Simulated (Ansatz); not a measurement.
# HfSnGe in the AlB2 type: lattice stability ahead of a resistivity run, part 2 of 3

The plan: relax HfSnGe in the AlB2 type, check its phonons, and, if the lattice is stable, compute its Eliashberg function and ρ(T).

Ansatz 0.2.0; DFT PBEsol, scalar-relativistic, plane waves, PAW; PAW set soft_1.

So far. Step 3 (Relaxation): The largest force is now zero by symmetry and the largest stress component 0.0018 GPa. The relaxed cell has a = 4.939, c = 2.884 Å (conventional setting).

The structure was built from a prototype and need not be the compound's stable phase.

### Step 4. Relaxing tightly for phonons

No force is left; the cell is relaxed once more with another smearing and tight thresholds.

File input.yaml:

```yaml
crystal:
  lattice:
    - [4.9386189095, 0.0, 0.0]
    - [-2.4693094548, 4.2769694353, 0.0]
    - [0.0, 0.0, 2.8842067977]
  atoms:
    - { symbol: Hf, position: [0.0, 0.0, 0.0] }
    - { symbol: Ge, position: [0.3333333333, 0.6666666667, 0.5] }
    - { symbol: Sn, position: [0.6666666667, 0.3333333333, 0.5] }
kpoints:
  mp_grid: { grid: [6, 6, 10] }
hamiltonian:
  xc: pbesol
  pseudopotentials: { kind: paw, azcp: { folder: soft_1 }, xc_functional: pbe }
scf:
  occupations: { method: methfessel_paxton, width: 0.2 }
output:
  forces: true
  stress: true
  eigenvalues: true
relax:
  adjacent_minimum: "off"
  f_tol: 0.001
  max_steps: 60
  cell: { stress_tol: 0.01 }
```

Run with:

```sh
ansatz run input.yaml --threads 4 --pin off --max-ram 12288MiB --backend cpu --events-out ev --progress --plain --runs-dir out
```

Numbers of over 12 decimals in the logs are rounded to 6 here.

The log of the run:

```text
[the first part of the log is left out]
  E_paw        = -13840.672436  (= ΣΔE_a)
  E_vpaw       = -669.386088  (= ΣTr[D̂ρ^β])
  E_aug_tail   = 0.000402  (compensation charges beyond the density's cutoff)
  E_ewald      = -7741.302808
  E_core_change = 2.453833  (= ΣΔE_core)
  E_smearing   = 0.002751  (= −TS)
  E_closure    = -0.000000  (closes the sum)
  Σ components = -25802.284624   (vs F -25802.284624, Δ=0.00e0)
[...]
--- Stress (GPa, compression-positive) ---
       -0.000141      -0.000000       0.000000
       -0.000000      -0.000141      -0.000000
        0.000000      -0.000000       0.000610
  P = ⅓ Tr σ = 0.0001 GPa (0.001 kbar)
--- Band table (eV; the first three rows and the last of 42) ---
[...]
--- Relaxed structure (5 steps of the walk, 5 accepted, 1 SCFs on fresh bases) ---
[...]
cell:  # Å, volume = 61.0096 Å³
    - [4.932763, 2.883333316930855e-11, -2.4181069687737227e-19]
    - [-2.466382, 4.271898, 1.209053484399116e-19]
    - [-1.4122005938615357e-19, 0, 2.895259]
  atoms:
    - { symbol: Hf, position: [0, 0, 0] }
    - { symbol: Ge, position: [0.333333, 0.666667, 0.5] }
    - { symbol: Sn, position: [0.666667, 0.333333, 0.5] }
```

It took 14 s on 4 threads of Intel Xeon 6975P-C (Granite Rapids), shared host; peak memory 0.56 GiB; 53 s of CPU time.

Relaxation path:

```tsv
step	energy less that of the first step (eV)	largest force component (eV/Å)	pressure (GPa)	volume (Å³)
1	0.0000	0.0000	0.18	60.92
2	-0.0002	0.0000	-0.24	61.14
3	-0.0006	0.0000	0.03	60.99
4	-0.0006	0.0000	-0.02	61.02
5	-0.0006	0.0000	0.00	61.01
6	-0.0007	0.0000	0.00	61.01
```

The log counts 1 steps on a newly chosen plane-wave basis, not all of them marked here; energy and pressure can jump at such steps.

```tsv
conventional cell, symmetrised	before	after	change
a (Å)	4.939	4.933	-0.1 %
b (Å)	4.939	4.933	-0.1 %
c (Å)	2.884	2.895	+0.4 %
volume (Å³/atom)	20.31	20.34	+0.1 %
```

The relaxed structure:

```xyz
3
Lattice="4.9328 0.0000 0.0000 -2.4664 4.2719 0.0000 0.0000 0.0000 2.8953" Properties=species:S:1:pos:R:3 pbc="T T T"
Hf    0.0000    0.0000    0.0000
Ge    0.0000    2.8479    1.4476
Sn    2.4664    1.4240    1.4476
```

Numbers from this step:

```yaml
pressure: 1.09e-4 GPa
volume_per_atom: 20.34 Å³/atom
```

The largest force is now zero by symmetry and the largest stress component 6.1e-4 GPa, small enough for phonons.

### Step 5. Lattice stability: q 2×2×2, k 4×4×6

Before any scattering is computed, the phonons show whether the structure is a minimum.

File input.yaml:

```yaml
crystal:
  lattice:
    - [4.9327630102, 0.0, 0.0]
    - [-2.4663815051, 4.2718980776, 0.0]
    - [0.0, 0.0, 2.8952586895]
  atoms:
    - { symbol: Hf, position: [0.0, 0.0, 0.0] }
    - { symbol: Ge, position: [0.3333333333, 0.6666666667, 0.5] }
    - { symbol: Sn, position: [0.6666666667, 0.3333333333, 0.5] }
kpoints:
  mp_grid: { grid: [4, 4, 6] }
hamiltonian:
  xc: pbesol
  pseudopotentials: { kind: paw, azcp: { folder: soft_1 }, xc_functional: pbe }
scf:
  occupations: { method: methfessel_paxton, width: 0.2 }
output:
  eigenvalues: true
phonons:
  method: dfpt
  qmesh: [2, 2, 2]
  temperatures: { t_max: 1000, t_step: 50 }
  qpath:
    path:
      - [[0.0, 0.0, 0.0], [0.5, 0.0, 0.0], [0.33333333, 0.33333333, 0.0], [0.0, 0.0, 0.0], [0.0, 0.0, 0.5], [0.5, 0.0, 0.5], [0.33333333, 0.33333333, 0.5], [0.0, 0.0, 0.5]]
      - [[0.5, 0.0, 0.5], [0.5, 0.0, 0.0]]
      - [[0.33333333, 0.33333333, 0.5], [0.33333333, 0.33333333, 0.0]]
    npoints: 10
```

The log of the run:

```text
Warning: phonons: the dynamical matrix that this run interpolates holds no multipole term above the dipole-dipole one, and a site of this crystal is no centre of inversion, so its interpolated transverse optical and acoustic branches and sound speeds can stay off near Gamma, and the density of states and the thermodynamics with them. What a run solves at a wave vector of phonons.qpoints, Gamma apart, where the deck admits one, is free of this, and under fd what a larger phonons.supercell samples
[...]
Crystal: 3 atoms, lattice volume = 61.010 Å³
Basis set: ecut = 420 eV, 1191 PW (Γ), exchange–correlation on 72×72×40 points (8 copies of the dense FFT grid, shifted against one another)
Bands: 33, of which v1, the nominal top of the filled ones, is band 27 counted from 1 (26 counted from 0)
Symmetry: 12 space group operations
k-points: 16 of 96 (time reversal used)
[...]
SCF iter   1: F=—  HF=-25805.093874 eV  |F-HF|=—  |Δ(HF+E_count)|=         —  Δρ=7.81e-2  dr2=1.20e1  ethr=3.10e-3  ⟨swp⟩=5.2  Hψ=1861  notcnv=0
[...]
SCF iter  15: F=-25802.216275 eV  HF=-25802.216275 eV  |F-HF|=3.64e-12  |Δ(HF+E_count)|=  1.46e-11  S|Δr|=    0.00e0  Δρ=8.08e-8  dr2=4.76e-12  ethr=1.00e-12  ⟨swp⟩=10.9  Hψ=3074  notcnv=0
SCF 1 converged in 15 iterations: F = -25802.216275 eV  dr2 = 4.76e-12
[...]
SCF iter   1: F=—  HF=-25802.216274 eV  |F-HF|=—  |Δ(HF+E_count)|=         —  Δρ=5.61e-7  dr2=2.11e-10  ethr=2.00e-8  ⟨swp⟩=4.2  Hψ=3670  notcnv=0
eigensolver tolerance schedule: the retry pair's looser diagonalisation over-reported the residual by 51118.80 of it (diagonalisation noise at 0.49 of the residual, at the tolerance the schedule requests for it); recorded, not acted on — ethr = c·dr2/N_el stays at c = 1.0e-1
[...]
SCF iter   2: F=—  HF=-25802.216275 eV  |F-HF|=—  |Δ(HF+E_count)|=   1.41e-6  S|Δr|=    0.00e0  Δρ=3.87e-7  dr2=1.12e-10  ethr=1.00e-12  ⟨swp⟩=3.7  Hψ=1399  notcnv=0
[...]
SCF iter   5: F=-25802.216275 eV  HF=-25802.216275 eV  |F-HF|=0.00e0  |Δ(HF+E_count)|=  7.28e-12  S|Δr|=    0.00e0  Δρ=8.99e-8  dr2=4.59e-12  ethr=1.00e-12  ⟨swp⟩=3.0  Hψ=1127  notcnv=0
SCF 2 converged in 5 iterations: F = -25802.216275 eV  dr2 = 4.59e-12
phonons: the bands overlap, so this run is a metal and interpolates without the dipole-dipole term. If the crystal is really an insulator or semiconductor, its LO-TO splitting is missing
NSCF: frozen V_eff on 16 k-points
[...]
DFPT response loops at q = (0, 0, 0) (fractional): preconditioner auto → Kerker (q_TF=auto, 2.673 Å⁻¹) (partly filled bands, converged f_vac=0.000); β = 1.00, the filter's whole step (`scf.mixing.beta` (0.50) is not read by the response loops under this deck's `scf.mixing.preconditioner`; to damp them name `kerker` or `kerker_dos`, under which they read `scf.mixing.beta`, and type it under 1.00, their step now; both keys bind the ground state too); Broyden in place of MSR1
[...]
SCF converged after 15 iterations
Stability not checked: this state was not tested for a lower state beside it, because cold or Methfessel-Paxton smearing, or corrected tetrahedra, fill the levels in a way that the test cannot read (fill_not_monotonic; see scf.lower_state_search)
Free energy (F): -25802.216275 eV
[...]
Internal energy: -25802.208617 eV  (E = F + TS)
E sigma→0 (E₀):  -25802.214361 eV
Entropy (-TS):   -0.007658 eV (-2.553 meV/atom)
Fermi energy:    15.349585 eV
[...]
--- Band table (eV; the first three rows and the last of 16) ---
  k-point 0: bands = [... 23 lower, 10.8270, 10.8270, 13.1406, 14.8607, 14.8607, 18.9973, 19.4933, 19.4933, ... 2 higher]
  k-point 1: bands = [... 23 lower, 11.3444, 11.3444, 14.1856, 14.5475, 14.5475, 16.6074, 19.3408, 19.3408, ... 2 higher]
  k-point 2: bands = [... 23 lower, 12.0142, 12.8167, 12.8167, 13.7704, 13.7704, 17.4370, 17.8972, 17.8972, ... 2 higher]
  k-point 15: bands = [... 23 lower, 10.6597, 11.8181, 12.4886, 14.6348, 15.5308, 17.0156, 17.0855, 18.2401, ... 2 higher]
--- Phonons (Γ-DFPT): 6 representative perturbations + reference (Σ response iterations 18) ---
  ASR residual: 6.283e-5 → 0.000e0 eV/Å²; symmetrization residual: 2.016e-5 eV/Å²
  ASR residual per site (eV/Å²): 3.59e-5 1.49e-5 6.28e-5
  Γ frequencies (cm⁻¹): 0.00 0.00 0.00 32.37 68.12 94.68 94.68 177.73 177.73
--- Phonons (arbitrary-q DFPT): 4 irreducible q on the 2×2×2 mesh ---
  q = [0.0000, 0.0000, 0.0000] (star 1, of the zone-centre solve; hermiticity 5.75e-6, symmetrization 6.11e-12): -0.00 -0.00 -0.00 32.37 68.12 94.68 94.68 177.73 177.73
  q = [0.0000, 0.0000, -0.5000] (star 1, 6 solved perturbations in 132 linear systems a pass and spin channel, the states on 28 of 96 k-point pairs; hermiticity 1.91e-6, symmetrization 1.01e-9): 52.25 81.28 81.28 92.16 92.16 160.70 161.88 161.88 172.51
  q = [0.0000, -0.5000, 0.0000] (star 3, 9 solved perturbations on 28 of 96 k-point pairs; hermiticity 3.89e-6, symmetrization 5.17e-13): -10.89 33.37 46.34 62.34 74.49 90.43 106.46 149.66 172.46
[...]
sum rule: each row above includes the acoustic sum rule's correction from the zone centre's row sums; it moved no ω² by more than (0.38 cm⁻¹)²
  mesh force constants: q→R imaginary residual 1.38e-17; ASR residual 6.283e-5 → 0.000e0 eV/Å²; symmetrization residual 8.882e-15 eV/Å²
  interpolated dispersion: 93 rows × 9 modes
  density of states and harmonic sums: on the 16×16×22 q-mesh, interpolated from the force constants of a 2×2×2 supercell (no non-analytic term)
  largest difference from the sums on the solved wave vectors: F 1.45e-1 eV, S 1.93e-4 and C_V 4.79e-5 eV/K
  zero-point energy: 0.052313 eV/cell   skipped modes (ω ≤ 0): 202, of them read as no rigid motion or as one in doubt: 199 (5.689e-1 modes/cell left out, lowest -59.36 cm⁻¹)   left out of the sums: 6.33e-2 of the cell's modes: C_V's classical limit lies that fraction below 3 k_B per atom; for a crystal, a wire or a layer, F and S can be off by more, and a phonons.interpolated_qmesh denser along its periods is the remedy for the sampling
```

The job ended after 26 s (4 threads; peak memory 0.69 GiB; 97 s of CPU time).

This step gave:

| Quantity | Value |
| --- | --- |
| share of imaginary modes in the plain interpolation between solved wavevectors | 0.0625 |
| highest frequency, solved or plainly interpolated | 177.7 cm⁻¹ |

Solved on the 2×2×2 mesh alone; all other wavevectors are interpolated. Phonon branches along the path, in cm⁻¹:

```tsv
point	branch 1	branch 2	branch 3	branch 4	branch 5	branch 6	branch 7	branch 8	branch 9
Γ	0	0	0	32	68	95	95	178	178
halfway	-7	27	39	57	66	92	95	166	175
M	-11	33	46	62	74	90	106	150	172
halfway	15	38	46	60	74	84	116	144	173
K	25	45	45	57	68	83	129	134	173
halfway	3	30	40	64	65	87	99	163	175
Γ	0	0	0	32	68	95	95	178	178
halfway	42	53	53	97	97	115	131	170	170
A	52	81	81	92	92	161	162	162	172
halfway	-14	64	74	82	84	148	162	165	171
L	-56	41	69	71	77	133	161	167	169
halfway	-58	-21	62	81	86	131	158	168	168
H	-60	-41	55	83	98	126	155	168	169
halfway	-30	52	76	78	85	146	160	166	170
A	52	81	81	92	92	161	162	162	172
jump to L	-56	41	69	71	77	133	161	167	169
halfway	-31	34	71	83	90	113	130	144	170
M	-11	33	46	62	74	90	106	150	172
jump to H	-60	-41	55	83	98	126	155	168	169
halfway	-34	11	64	76	114	116	128	130	169
K	25	45	45	57	68	83	129	134	173
```

The phonon branches as a text plot (rows in cm⁻¹):

```
    173 |********************   ***************** ********  *****
    163 |   *        *       ***********   *******       ***
    153 |    **     *         **  **    **** **   *    *****
    143 |      **  *         **     *       *     *****    *
    133 |        **         **       ****  *     ** *       *****
    123 |       ***                      **        *     *******
    113 |      *   *       **                       **      **
    104 |    **     **                                ******  *
     94 |******       *************     ***    **   *****    * *
     84 |      *******    *     *****  ********** *****  **     *
     74 |    **** ***    *     *  ******    ***  **** ***  *****
     64 |********* ******    **    *  ***  * *       ****  ******
     54 |        **       * *  ***  *    **    **        **    *
     44 |  ************    ****      **          *     **       *
     34 |*******    ********      *         * *   *******     ***
     24 |  *     ***  *  **            *              **     **
     15 |**     *      * *                 * *              *
      5 |*     *    ** **
     -5 |****         **
    -15 |    **                    *                 *  *    *
    -25 |                               *
    -35 |                           *     *         *     ***
    -45 |                                *  *     **     *
    -55 |                            *******     *       ***
         Γ    M  K      Γ       A     L  H     A|L     M|H      K
```

Lowest modes at the softest wavevector of the mesh. Modes at q = (0.000, 0.500, 0.500), with each element's share of the kinetic energy (negative means imaginary):

```tsv
mode	frequency (cm⁻¹)	Hf %	Ge %	Sn %
1	-55.9	24	75	1
2	40.8	0	36	64
3	68.9	0	30	70
4	70.9	100	0	0
5	76.8	70	25	5
6	133.2	6	64	30
```

Displacements in mode 1 (-55.9 cm⁻¹), the largest set to 1, in the home cell:
```
Hf1  0.00 -0.36  0.00
Ge2  0.00  0.00 -1.00
Sn3  0.00  0.00 -0.08
```

Displacements in mode 3 (68.9 cm⁻¹), the largest set to 1, in the home cell:
```
Hf1  0.00  0.00 -0.05
Ge2  0.00  0.84  0.00
Sn3  0.00 -1.00  0.00
```

Among the solved wavevectors the lowest mode, translations apart, is -55.9 cm⁻¹, imaginary.

(Continued in part 3 of 3.)

[Logs are printed without paths, hosts, clocks, repeated set-up lines and the standing remarks that a program may print on its own settings, such as how far it seeks lower states.]

[Hosts, paths, dates, database ids (printed as entryN), source tags and the programs' standing remarks are cut or masked in the printed files.]
